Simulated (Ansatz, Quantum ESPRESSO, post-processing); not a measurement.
# 1T-PtS2, layer by layer, part 2 of 2

What does each added layer of 1T-PtS2 bring in screening, and what does it do to the gap?

Quantum ESPRESSO 7.5; plane-wave DFT, PBE, GBRV ultrasoft pseudopotentials; geometry by Ansatz 0.2.0 with PAW datasets.

So far. Step 13 (Potential by pp.x, 2 layers): The slope in the vacuum is 0.100 eV/Å for an applied 0.10 V/Å, as it should be. Step 14 (Bands along a path, 2 layers: no field): Along this path the valence top lies between Γ and M and the conduction bottom between Γ and M.

## 15. Polarisability from the dipole between 0 and 0.1 V/A, 2 layers

This step gave:

```
change of slope in the vacuum : 0.10000 eV/Å
polarisability a cell         : 7.783 Å³
sheet polarisability 4πα/A    : 8.909 Å
```

The change of the potential energy, second field less first by z:

| z (Å) | change of the potential energy, second field less first (eV) |
| --- | --- |
| 0 | -0.384 |
| 1 | -0.670 |
| 2 | -0.570 |
| 3 | -0.470 |
| 4 | -0.370 |
| 5 | -0.270 |
| 6 | -0.171 |
| 7 | -0.0808 |
| 8 | -0.0273 |
| 9 | -0.0157 |
| 10 | -0.0147 |
| 11 | -0.0130 |
| 12 | -0.00234 |
| 13 | 0.0105 |
| 14 | 0.0146 |
| 15 | 0.0161 |
| 16 | 0.0214 |
| 17 | 0.0586 |
| 18 | 0.142 |
| 19 | 0.240 |
| 20 | 0.339 |
| 21 | 0.439 |
| 22 | 0.539 |
| 23 | 0.639 |
| 24 | 0.103 |

## 16. Geometry from Ansatz, 3 layers

Level of this step: plane-wave DFT, PBE-D3(BJ), Ansatz PAW (Ansatz 0.2.0).

System of this step: 1T-PtS2, 3 layers, AA stacking. The cell holds 9 atoms: 6 S and 3 Pt. Cell: a = 3.570 Å, b = 3.570 Å, c = 29.642 Å, α = 90.0°, β = 90.0°, γ = 120.0°. It derives from PtS2. Vacuum lies along c.

Input file input.yaml:

```yaml
crystal:
  lattice:
    - [3.57, 0.0, 0.0]
    - [-1.785, 3.0917106915, 0.0]
    - [0.0, 0.0, 29.6422591801]
  atoms:
    - { symbol: S, position: [0.6666666667, 0.3333333333, 0.2867527724] }
    - { symbol: Pt, position: [0.0, 0.0, 0.3207259993] }
    - { symbol: S, position: [0.3333333333, 0.6666666667, 0.3546992262] }
    - { symbol: S, position: [0.6666666667, 0.3333333333, 0.4660267731] }
    - { symbol: Pt, position: [0.0, 0.0, 0.5] }
    - { symbol: S, position: [0.3333333333, 0.6666666667, 0.5339732269] }
    - { symbol: S, position: [0.6666666667, 0.3333333333, 0.6453007738] }
    - { symbol: Pt, position: [0.0, 0.0, 0.6792740007] }
    - { symbol: S, position: [0.3333333333, 0.6666666667, 0.7132472276] }
kpoints:
  mp_grid: { grid: [12, 12, 1] }
hamiltonian:
  xc: pbe
  dispersion: d3bj
scf:
  occupations: { method: fermi_dirac, width: 0.05 }
  convergence: { dr2_threshold: 1.0e-08 }
efield:
  axis: 3
  dipole_correction: true
  ramp_position: 0.97
  ramp_width: 0.04
relax:
  f_tol: 0.01
  cell: { fix: [c, alpha, beta] }
output:
  write_potential: true
  write_density: true
  volumetric_format: npy
```

Run with:

```console
ansatz run input.yaml --threads 4 --pin off --max-ram 8192MiB --backend cpu --events-out ev --progress --plain --runs-dir out
```

It took 31 s on 4 threads of Intel Xeon 6975P-C (Granite Rapids), shared host; peak memory 0.98 GiB; 2 min of CPU time.

Relaxation path:

| step | energy less that of the first step (eV) | largest force component (eV/Å) | pressure (GPa) | volume (Å³) |
| --- | --- | --- | --- | --- |
| 1 | 0.0000 | 3.1332 | 9.23 | 327.17 |
| 2 | -1.9282 | 0.4607 | 0.13 | 330.18 |
| 3 | -2.0351 | 0.1266 | 0.01 | 320.69 |
| 4 | -2.0748 | 0.1089 | 0.01 | 323.13 |
| 5 | -2.0974 | 0.0345 | -0.02 | 325.76 |
| 6 | -2.0991 | 0.0152 | 0.02 | 326.90 |
| 7 | -2.0996 | 0.0041 | -0.01 | 326.80 |
| 8* | -2.0996 | 0.0041 | -0.01 | 326.80 |

Relaxation steps marked * repeat the geometry before them on a plane-wave basis chosen anew for their cell, so energy and pressure can jump there.

Forces are held to the 6 operations that the run works with; a distortion that breaks them can't arise in this run.

| cell as run | before | after | change |
| --- | --- | --- | --- |
| a (Å) | 3.570 | 3.568 | -0.1 % |
| b (Å) | 3.570 | 3.568 | -0.1 % |

The atoms that moved most (Å, along periodic axes as changes of fractional coordinates times the final cell, across vacuum about the mean position):

| atom | dx | dy | dz | length |
| --- | --- | --- | --- | --- |
| S7 | 0.000 | 0.000 | -0.790 | 0.790 |
| S3 | 0.000 | 0.000 | 0.790 | 0.790 |
| Pt8 | 0.000 | 0.000 | -0.592 | 0.592 |
| Pt2 | 0.000 | 0.000 | 0.592 | 0.592 |
| S9 | 0.000 | 0.000 | -0.362 | 0.362 |
| S1 | 0.000 | 0.000 | 0.362 | 0.362 |
| S6 | 0.000 | 0.000 | 0.208 | 0.208 |
| S4 | 0.000 | 0.000 | -0.208 | 0.208 |

This step gave:

```
free energy                                                      : -42987.9710 eV
energy at zero smearing                                          : -42987.9709 eV
Fermi energy                                                     : 3.191 eV
gap by band count                                                : 0.6349 eV
dipole along the normal                                          : -5.17e-6 e·Å
vacuum level at the upper face over a Fermi level inside the gap : 5.122 eV
vacuum level at the lower face over a Fermi level inside the gap : 5.122 eV
```

## 17. Ground state, 3 layers: no field

Level of this step: plane-wave DFT, PBE, GBRV ultrasoft pseudopotentials (Quantum ESPRESSO 7.5).

Input file n3.f0.in:

```
&control
  prefix = 'n3.f0'
  outdir = './out'
  pseudo_dir = './pseudo'
  calculation = 'scf'
  tprnfor = .true.
  tefield = .true.
  dipfield = .true.
/
&system
  ibrav = 0
  nat = 9
  ntyp = 2
  ecutwfc = 40
  ecutrho = 200
  occupations = 'smearing'
  smearing = 'fd'
  degauss = 0.004
  edir = 3
  emaxpos = 0.97
  eopreg = 0.04
  eamp = 0.0
  nbnd = 46
/
&electrons
  conv_thr = 1e-09
  mixing_beta = 0.4
  electron_maxstep = 120
  mixing_mode = 'plain'
/
ATOMIC_SPECIES
  S   32.0600  s_pbe_v1.4.uspp.F.UPF
  Pt  195.0840  pt_pbe_v1.4.uspp.F.UPF
CELL_PARAMETERS angstrom
  3.56796606806129 0.00000000000000 -0.00000000000000
  -1.78398303403065 3.08994925478196 0.00000000000000
  -0.00000000000000 0.00000000000000 29.64225918010000
ATOMIC_POSITIONS crystal
  S   0.666666666667 0.333333333333 0.298968947047
  Pt  -0.000000000000 -0.000000000000 0.340711738871
  S   0.333333333333 0.666666666667 0.381364556479
  S   0.666666666667 0.333333333333 0.459020298276
  Pt  -0.000000000000 -0.000000000000 0.500000707189
  S   0.333333333333 0.666666666667 0.540981132437
  S   0.666666666667 0.333333333333 0.618634723183
  Pt  0.000000000000 0.000000000000 0.659287551902
  S   0.333333333333 0.666666666667 0.701030344616
K_POINTS automatic
  12 12 1 0 0 0
```

Run with:

```console
OMP_NUM_THREADS=1 mpirun -n 4 pw.x -nk 4 -in n3.f0.in > n3.f0.out
```

The job ended after 3.6 min (4 MPI ranks; peak memory 1.2 GiB; 14 min of CPU time).

Numbers from this step:

- free energy: -10570.2216 eV
- energy at zero smearing: -10570.2214 eV
- Fermi energy: 3.075 eV
- dipole along the normal: 0 e·Å
- valence top, on the run's zero: 2.785 eV
- conduction bottom, on the run's zero: 3.418 eV
- gap by band count: 0.6329 eV

## 18. Electrostatic potential, 3 layers

Input file n3.f0.pot.in:

```
&inputpp
  prefix = 'n3.f0'
  outdir = './out'
  filplot = 'n3.f0.pot.dat'
  plot_num = 11
/
```

Run with:

```console
OMP_NUM_THREADS=1 mpirun -n 4 pp.x -in n3.f0.pot.in > n3.f0.pot.out
```

Elapsed: 1.3 s, on 4 MPI ranks; peak memory 0.13 GiB.

Numbers from this step:

```
slope of the potential above                                          : 2.99e-5 eV/Å
upper vacuum line continued to the top atoms, over the valence top    : 5.417 eV
slope of the potential below                                          : -2.55e-5 eV/Å
lower vacuum line continued to the bottom atoms, over the valence top : 5.417 eV
vacuum level at the upper face over the valence top of the mesh       : 5.418 eV
vacuum level at the lower face over the valence top of the mesh       : 5.418 eV
```

## 19. Self-consistent run, 3 layers: field 0.1 V/Å

n3.f1.in is the input of step 17 with these lines changed:

```diff
@@ -1,3 +1,3 @@
 &control
-  prefix = 'n3.f0'
+  prefix = 'n3.f1'
   outdir = './out'
@@ -21,3 +21,3 @@
   eopreg = 0.04
-  eamp = 0.0
+  eamp = 0.00194469
   nbnd = 46
@@ -29,2 +29,3 @@
   mixing_mode = 'plain'
+  startingpot = 'file'
 /
```

Run with:

```console
cp -r out/n3.f0.save out/n3.f1.save
OMP_NUM_THREADS=1 mpirun -n 4 pw.x -nk 4 -in n3.f1.in > n3.f1.out
```

The job ended after 4.3 min (4 MPI ranks; peak memory 1.3 GiB).

This step gave:

* free energy: -10570.2256 eV
* energy at zero smearing: -10570.2254 eV
* Fermi energy: 3.091 eV
* dipole along the normal: 0.08124 e·Å
* valence top, on the run's zero: 2.801 eV
* conduction bottom, on the run's zero: 3.433 eV
* gap by band count: 0.6314 eV

## 20. Electrostatic potential, 3 layers

Input file n3.f1.pot.in:

```
&inputpp
  prefix = 'n3.f1'
  outdir = './out'
  filplot = 'n3.f1.pot.dat'
  plot_num = 11
/
```

Run with:

```console
OMP_NUM_THREADS=1 mpirun -n 4 pp.x -in n3.f1.pot.in > n3.f1.pot.out
```

Run time: 1.4 s. Hardware: 4 MPI ranks; peak memory 0.12 GiB; 4.7 s of CPU time.

Read from the output:

```
slope of the potential above                                          : 0.1000 eV/Å
upper vacuum line continued to the top atoms, over the valence top    : 5.347 eV
slope of the potential below                                          : 0.09997 eV/Å
lower vacuum line continued to the bottom atoms, over the valence top : 5.488 eV
```

The slope in the vacuum is 0.100 eV/Å for an applied 0.10 V/Å, as it should be.

## 21. Bands along a path, 3 layers: no field

n3.f0.bands.in is the input of step 19 with these lines changed:

```diff
@@ -1,7 +1,6 @@
 &control
-  prefix = 'n3.f1'
+  prefix = 'n3.f0.bands'
   outdir = './out'
   pseudo_dir = './pseudo'
-  calculation = 'scf'
-  tprnfor = .true.
+  calculation = 'bands'
   tefield = .true.
@@ -21,3 +20,3 @@
   eopreg = 0.04
-  eamp = 0.00194469
+  eamp = 0.0
   nbnd = 46
@@ -25,7 +24,6 @@
 &electrons
-  conv_thr = 1e-09
+  conv_thr = 1e-07
   mixing_beta = 0.4
   electron_maxstep = 120
-  mixing_mode = 'plain'
-  startingpot = 'file'
+  mixing_mode = 'local-TF'
 /
@@ -48,3 +46,7 @@
   S   0.333333333333 0.666666666667 0.701030344616
-K_POINTS automatic
-  12 12 1 0 0 0
+K_POINTS crystal_b
+4
+  0.0000000000 0.0000000000 0.0000000000 12
+  0.5000000000 0.0000000000 0.0000000000 12
+  0.3333333333 0.3333333333 0.0000000000 12
+  0.0000000000 0.0000000000 0.0000000000 1
```

Run with:

```console
cp -r out/n3.f0.save out/n3.f0.bands.save
cp out/n3.f0.xml out/n3.f0.bands.xml
OMP_NUM_THREADS=1 mpirun -n 4 pw.x -nk 4 -in n3.f0.bands.in > n3.f0.bands.out
```

The job ended after 54 s (4 MPI ranks; peak memory 0.62 GiB; 3.6 min of CPU time).

Numbers from this step:

```
dipole along the normal              : 0 e·Å
valence top, on the run's zero       : 2.785 eV
conduction bottom, on the run's zero : 3.370 eV
gap by band count                    : 0.5851 eV
```

Band numbers count within the set of bands kept for display. The electronic bands at the labelled points (eV, zero at the highest filled level of the SCF mesh; v1 is the highest filled band, c1 the lowest empty one):

| point | v4 | v3 | v2 | v1 | c1 | c2 | c3 | c4 |
| --- | --- | --- | --- | --- | --- | --- | --- | --- |
| Γ | -1.22 | -1.22 | -0.78 | -0.04 | 1.78 | 1.78 | 2.18 | 2.18 |
| halfway | -1.35 | -1.30 | -1.04 | -0.49 | 0.63 | 1.11 | 1.28 | 1.71 |
| M | -2.67 | -2.62 | -2.11 | -1.49 | 1.38 | 1.44 | 1.83 | 1.97 |
| halfway | -2.06 | -1.88 | -1.53 | -1.38 | 0.99 | 1.24 | 1.38 | 1.50 |
| K | -1.80 | -1.80 | -1.55 | -1.55 | 0.72 | 0.72 | 1.33 | 1.33 |
| halfway | -1.34 | -1.32 | -0.96 | -0.57 | 0.74 | 1.09 | 1.14 | 1.28 |
| Γ | -1.22 | -1.22 | -0.78 | -0.04 | 1.78 | 1.78 | 2.18 | 2.18 |

Along this path the valence top lies near Γ and the conduction bottom between Γ and M.

## 22. Polarisability from the dipole between 0 and 0.1 V/A, 3 layers

This step gave:

* polarisability a cell: 11.70 Å³
* sheet polarisability 4πα/A: 13.33 Å

Table of change of the potential energy, second field less first by z:

z (Å), change of the potential energy, second field less first (eV) and a bar from the least value:
```
        0     -0.406 #######
        1     -0.714 
        2     -0.614 ##
        3     -0.514 ####
        4     -0.414 #######
        5     -0.314 #########
        6     -0.215 ###########
        7     -0.120 #############
        8     -0.051 ###############
        9     -0.030 ###############
       10     -0.028 ###############
       11     -0.027 ###############
       12     -0.019 ###############
       13     -0.007 ################
       14      0.000 ################
       15      0.000 ################
       16      0.001 ################
       17      0.011 ################
       18      0.023 ################
       19      0.028 ################
       20      0.029 ################
       21      0.035 ################
       22      0.072 #################
       23      0.155 ###################
       24      0.253 #####################
       25      0.353 #######################
       26      0.453 ##########################
       27      0.553 ############################
       28      0.653 ##############################
       29      0.413 #########################
```

## 23. The series side by side

All levels:

| level | sheet polarisability (Å) | gap without a field (eV) | vacuum over the valence top of the mesh (eV) | CPU time (s) |
| --- | --- | --- | --- | --- |
| 1 layer | 4.417 | 1.769 | 6.358 | 228.5 |
| 2 layers | 8.909 | 0.7864 | 5.539 | 685.6 |
| 3 layers | 13.33 | 0.5851 | 5.418 | 1898 |

## 24. A check by hand

From 2 to 3 layers, over the growth of the distance between the outermost mean planes: (13.334 − 8.909) Å / 4.699 Å = 0.942 = 1 − 1/ε, so ε = 17.2.

## 25. Summary of results

| Property | Result |
| --- | --- |
| 4πα/A of 1 layer | 4.42 Å |
| gap along the path, 1 layer | 1.77 eV |
| Kohn-Sham ionisation potential, 1 layer | 6.36 eV |
| 4πα/A of 2 layers | 8.91 Å |
| gap along the path, 2 layers | 0.79 eV |
| Kohn-Sham ionisation potential, 2 layers | 5.52 eV |
| 4πα/A of 3 layers | 13.33 Å |
| gap along the path, 3 layers | 0.59 eV |
| Kohn-Sham ionisation potential, 3 layers | 5.42 eV |

What this shows: The sheet polarisability 4πα/A grows as 4.42, 8.91 and 13.33 Å for 1, 2 and 3 layers (PBE, GBRV ultrasoft). The last layer adds 4.70 Å between the outermost mean planes and 4.42 Å of 4πα/A; 1 − 1/ε = 0.942 gives ε = 17.2 along the normal for the stacked crystal at this spacing. The gap runs 1.77, 0.79 and 0.59 eV, falling with each layer as bands that reach between the layers split. The single layer was relaxed under plain PBE (a = 3.574 Å), the stacks with a dispersion correction (a = 3.560 Å for two layers), so the first step mixes stacking with a strain of -0.4 %. The nearest atoms of neighbouring layers lie 3.09 Å apart. With 1 − 1/ε so near one, ε is touchy: 0.1 Å more spacing would give ε = 12.8. On the path the edges lie as follows: between K and Γ to between Γ and M for 1, between Γ and M to between Γ and M for 2 and near Γ to between Γ and M for 3 (valence top to conduction bottom, by number of layers). One stacking was chosen. The ions are clamped in the field. Semilocal gaps are too small and shrink less with thickness than quasiparticle gaps, which also feel the screening by neighbours. Spin-orbit coupling is left out; depending on the atoms that carry the levels of interest, it can split and shift them by tenths of an eV to an eV or more.

[Logs are printed without paths, hosts, clocks, repeated set-up lines and the standing remarks that a program may print on its own settings, such as how far it seeks lower states.]

[Hosts, paths, dates, database ids (printed as entryN), source tags and the programs' standing remarks are cut or masked in the printed files.]

[Maps of the electrostatic potential energy from Ansatz leave out the sawtooth potential of an applied field or a dipole correction, so their vacuum need not be flat; planar profiles and work functions include it.]
